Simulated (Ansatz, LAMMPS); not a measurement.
# 48Ga2O3-52ZnO (mol %) with crystalline order left by the classical run (93 atoms), the geometry as built

Calculated values (Ansatz 0.2.0, Kohn-Sham DFT, LDA, PAW (set soft_2), plane waves; cutoff 420 eV, Γ point, fixed occupations; density 5.85 g/cm³) for the geometry as built.

Cell vectors (Å):

```
10.050 0.000 0.000
0.000 10.050 0.000
0.000 0.000 10.050
```

Positions (Å):

```
1 Ga 5.509 4.987 4.924
2 Ga 4.775 2.129 1.368
3 Ga 3.329 2.343 3.953
4 Ga 1.930 7.537 2.186
5 Ga 1.072 0.461 1.423
6 Ga 7.962 1.303 0.466
7 Ga 7.418 3.715 2.586
8 Ga 9.469 7.779 4.204
9 Ga 9.689 5.567 2.400
10 Ga 1.301 6.588 9.658
11 Ga 6.173 0.117 7.463
12 Ga 1.584 9.872 4.253
13 Ga 8.948 9.987 6.082
14 Ga 8.395 0.637 3.204
15 Ga 3.632 8.655 9.635
16 Ga 2.116 5.469 4.921
17 Ga 3.201 1.609 8.982
18 Ga 4.213 7.876 4.626
19 Ga 8.330 7.480 8.266
20 Ga 6.814 8.089 5.282
21 Ga 0.731 9.788 8.839
22 Ga 1.451 4.385 7.440
23 Ga 8.823 5.209 6.195
24 Ga 0.516 2.852 3.393
25 Ga 0.187 3.276 0.360
26 Ga 8.891 8.379 1.255
27 Zn 1.075 1.950 6.225
28 Zn 2.652 4.179 0.826
29 Zn 4.702 9.368 2.367
30 Zn 4.169 6.868 7.316
31 Zn 8.285 2.851 5.232
32 Zn 5.821 1.398 4.812
33 Zn 1.375 7.684 6.904
34 Zn 6.501 7.023 2.100
35 Zn 4.267 5.400 2.289
36 Zn 8.627 2.139 7.671
37 Zn 7.738 4.462 9.500
38 Zn 4.086 3.183 6.935
39 Zn 6.233 9.040 10.040
40 Zn 3.627 9.921 6.672
41 O 2.525 9.895 8.341
42 O 3.298 5.038 6.676
43 O 9.120 4.205 3.824
44 O 2.754 6.114 1.225
45 O 1.069 4.705 9.296
46 O 6.134 5.132 2.957
47 O 7.471 9.855 1.723
48 O 2.245 2.704 7.588
49 O 0.962 4.064 1.921
50 O 0.925 6.559 3.649
51 O 8.117 9.336 4.471
52 O 1.471 1.758 0.077
53 O 9.388 1.887 1.950
54 O 7.476 1.340 6.330
55 O 3.753 3.506 2.388
56 O 8.364 5.623 8.087
57 O 9.598 9.924 0.240
58 O 7.057 0.520 9.090
59 O 8.763 2.751 9.422
60 O 9.982 0.722 7.452
61 O 5.125 8.631 8.336
62 O 0.785 5.857 6.362
63 O 9.716 3.439 6.622
64 O 2.911 8.719 3.334
65 O 3.958 3.160 9.837
66 O 8.393 6.857 5.432
67 O 4.704 1.103 3.134
68 O 7.665 7.677 10.017
69 O 8.393 7.116 2.725
70 O 7.720 8.785 7.071
71 O 3.688 6.025 4.045
72 O 4.717 3.147 5.075
73 O 0.184 9.225 2.799
74 O 7.315 2.134 3.697
75 O 5.540 6.736 5.881
76 O 5.382 9.608 5.666
77 O 4.935 7.939 1.013
78 O 1.839 1.370 2.885
79 O 6.597 2.614 1.152
80 O 5.743 8.054 3.570
81 O 2.734 7.118 8.643
82 O 0.456 8.831 5.498
83 O 1.974 8.896 0.704
84 O 7.134 4.340 5.745
85 O 4.241 0.473 0.445
86 O 4.678 1.402 7.587
87 O 9.847 1.378 4.654
88 O 0.247 6.966 1.078
89 O 3.048 8.056 6.032
90 O 1.799 3.580 4.664
91 O 0.160 7.926 8.447
92 O 8.502 4.648 1.217
93 O 2.593 0.940 5.363
```

Q: Give the force on every atom.

Columns: atom, fx, fy, fz (forces in eV/Å).

```
1 0.897 -0.140 0.154
2 -0.303 0.167 -0.558
3 -0.139 0.144 -0.735
4 -0.260 0.242 -0.337
5 -0.214 0.166 -0.156
6 -0.540 -0.321 0.335
7 0.143 -0.332 -0.679
8 0.271 0.330 0.016
9 0.020 -0.284 -0.052
10 0.246 -0.097 0.046
11 -0.036 0.275 0.645
12 -0.294 0.309 -0.735
13 0.094 -0.125 -0.256
14 0.418 0.527 -0.626
15 -0.286 0.582 0.172
16 0.039 -0.695 0.110
17 0.349 0.325 1.256
18 -0.715 -1.035 -0.267
19 0.247 -0.015 0.742
20 -0.011 -0.092 0.310
21 -0.486 -0.178 0.063
22 0.485 0.214 0.369
23 -0.891 0.160 0.342
24 -0.362 -0.107 -0.309
25 0.731 -0.592 0.589
26 0.105 0.322 -0.187
27 0.370 -0.257 -0.263
28 0.305 -0.715 -0.360
29 -0.305 0.692 -0.337
30 -0.121 -0.024 -0.120
31 -0.267 0.006 -0.533
32 -0.015 -0.154 -0.350
33 -0.112 0.007 -0.289
34 -0.104 -0.166 0.286
35 -0.154 -0.062 0.236
36 -0.127 -0.054 0.450
37 1.077 0.542 0.175
38 -0.139 -0.021 -0.259
39 0.096 0.296 -0.207
40 -0.309 0.058 -0.246
41 -0.107 0.227 0.572
42 -0.623 -0.044 0.164
43 0.060 0.147 -1.163
44 0.085 0.604 0.263
45 -0.082 0.304 -0.405
46 -0.032 -0.190 0.430
47 1.035 0.154 0.183
48 0.012 0.078 -0.039
49 -0.649 -0.005 -0.518
50 -0.154 -0.134 -0.298
51 -0.154 -0.465 0.597
52 -0.564 0.179 -0.303
53 -0.139 -0.435 -0.073
54 0.015 -0.920 0.649
55 0.441 -1.020 0.263
56 -0.352 0.300 -0.289
57 0.337 -0.052 0.017
58 -0.035 -0.050 0.021
59 -0.467 0.054 0.281
60 0.091 -0.285 -0.190
61 -0.656 -0.064 0.004
62 0.178 -0.995 -0.186
63 0.023 1.204 0.469
64 -0.049 -0.301 0.430
65 -0.298 -0.675 0.243
66 0.077 0.348 -0.282
67 -0.232 0.509 -0.071
68 0.490 -0.111 -0.126
69 0.425 0.202 -0.672
70 -0.419 -0.172 -0.339
71 0.289 -0.060 0.776
72 0.225 0.228 -0.113
73 0.077 0.019 0.066
74 -0.125 -0.181 -0.007
75 -0.179 -0.182 -0.550
76 1.005 0.201 0.191
77 0.161 0.241 0.191
78 -0.204 0.048 0.926
79 0.377 0.325 -0.020
80 0.078 0.099 0.754
81 0.183 0.604 0.461
82 -0.121 0.235 -0.439
83 0.613 -0.322 0.245
84 -0.164 0.458 0.065
85 -0.036 0.512 -0.170
86 -0.407 0.130 0.029
87 -0.285 0.055 -0.055
88 0.216 -0.258 0.201
89 0.473 0.097 0.352
90 0.332 -0.125 -0.618
91 0.168 -0.206 -0.003
92 -0.651 -0.370 0.195
93 0.020 0.160 -0.544
```

The quench rate of 20 K/ps is many orders above laboratory rates, so the cell is likely richer in defects and strain than a real sample. The network of bonds at the start is that of the classical potential that made the cell, and needn't be the one that DFT or experiment would give. Only the Γ point is sampled, in a cell whose shortest periodic width is 10 Å.

The r.m.s. force component is 0.391 eV/Å; the longest force, 1.34 eV/Å, acts on Ga17.

[Logs are printed without paths, hosts, clocks, repeated set-up lines and the standing remarks that a program may print on its own settings, such as how far it seeks lower states.]

[Hosts, paths, dates, database ids (printed as entryN), source tags and the programs' standing remarks are cut or masked in the printed files.]
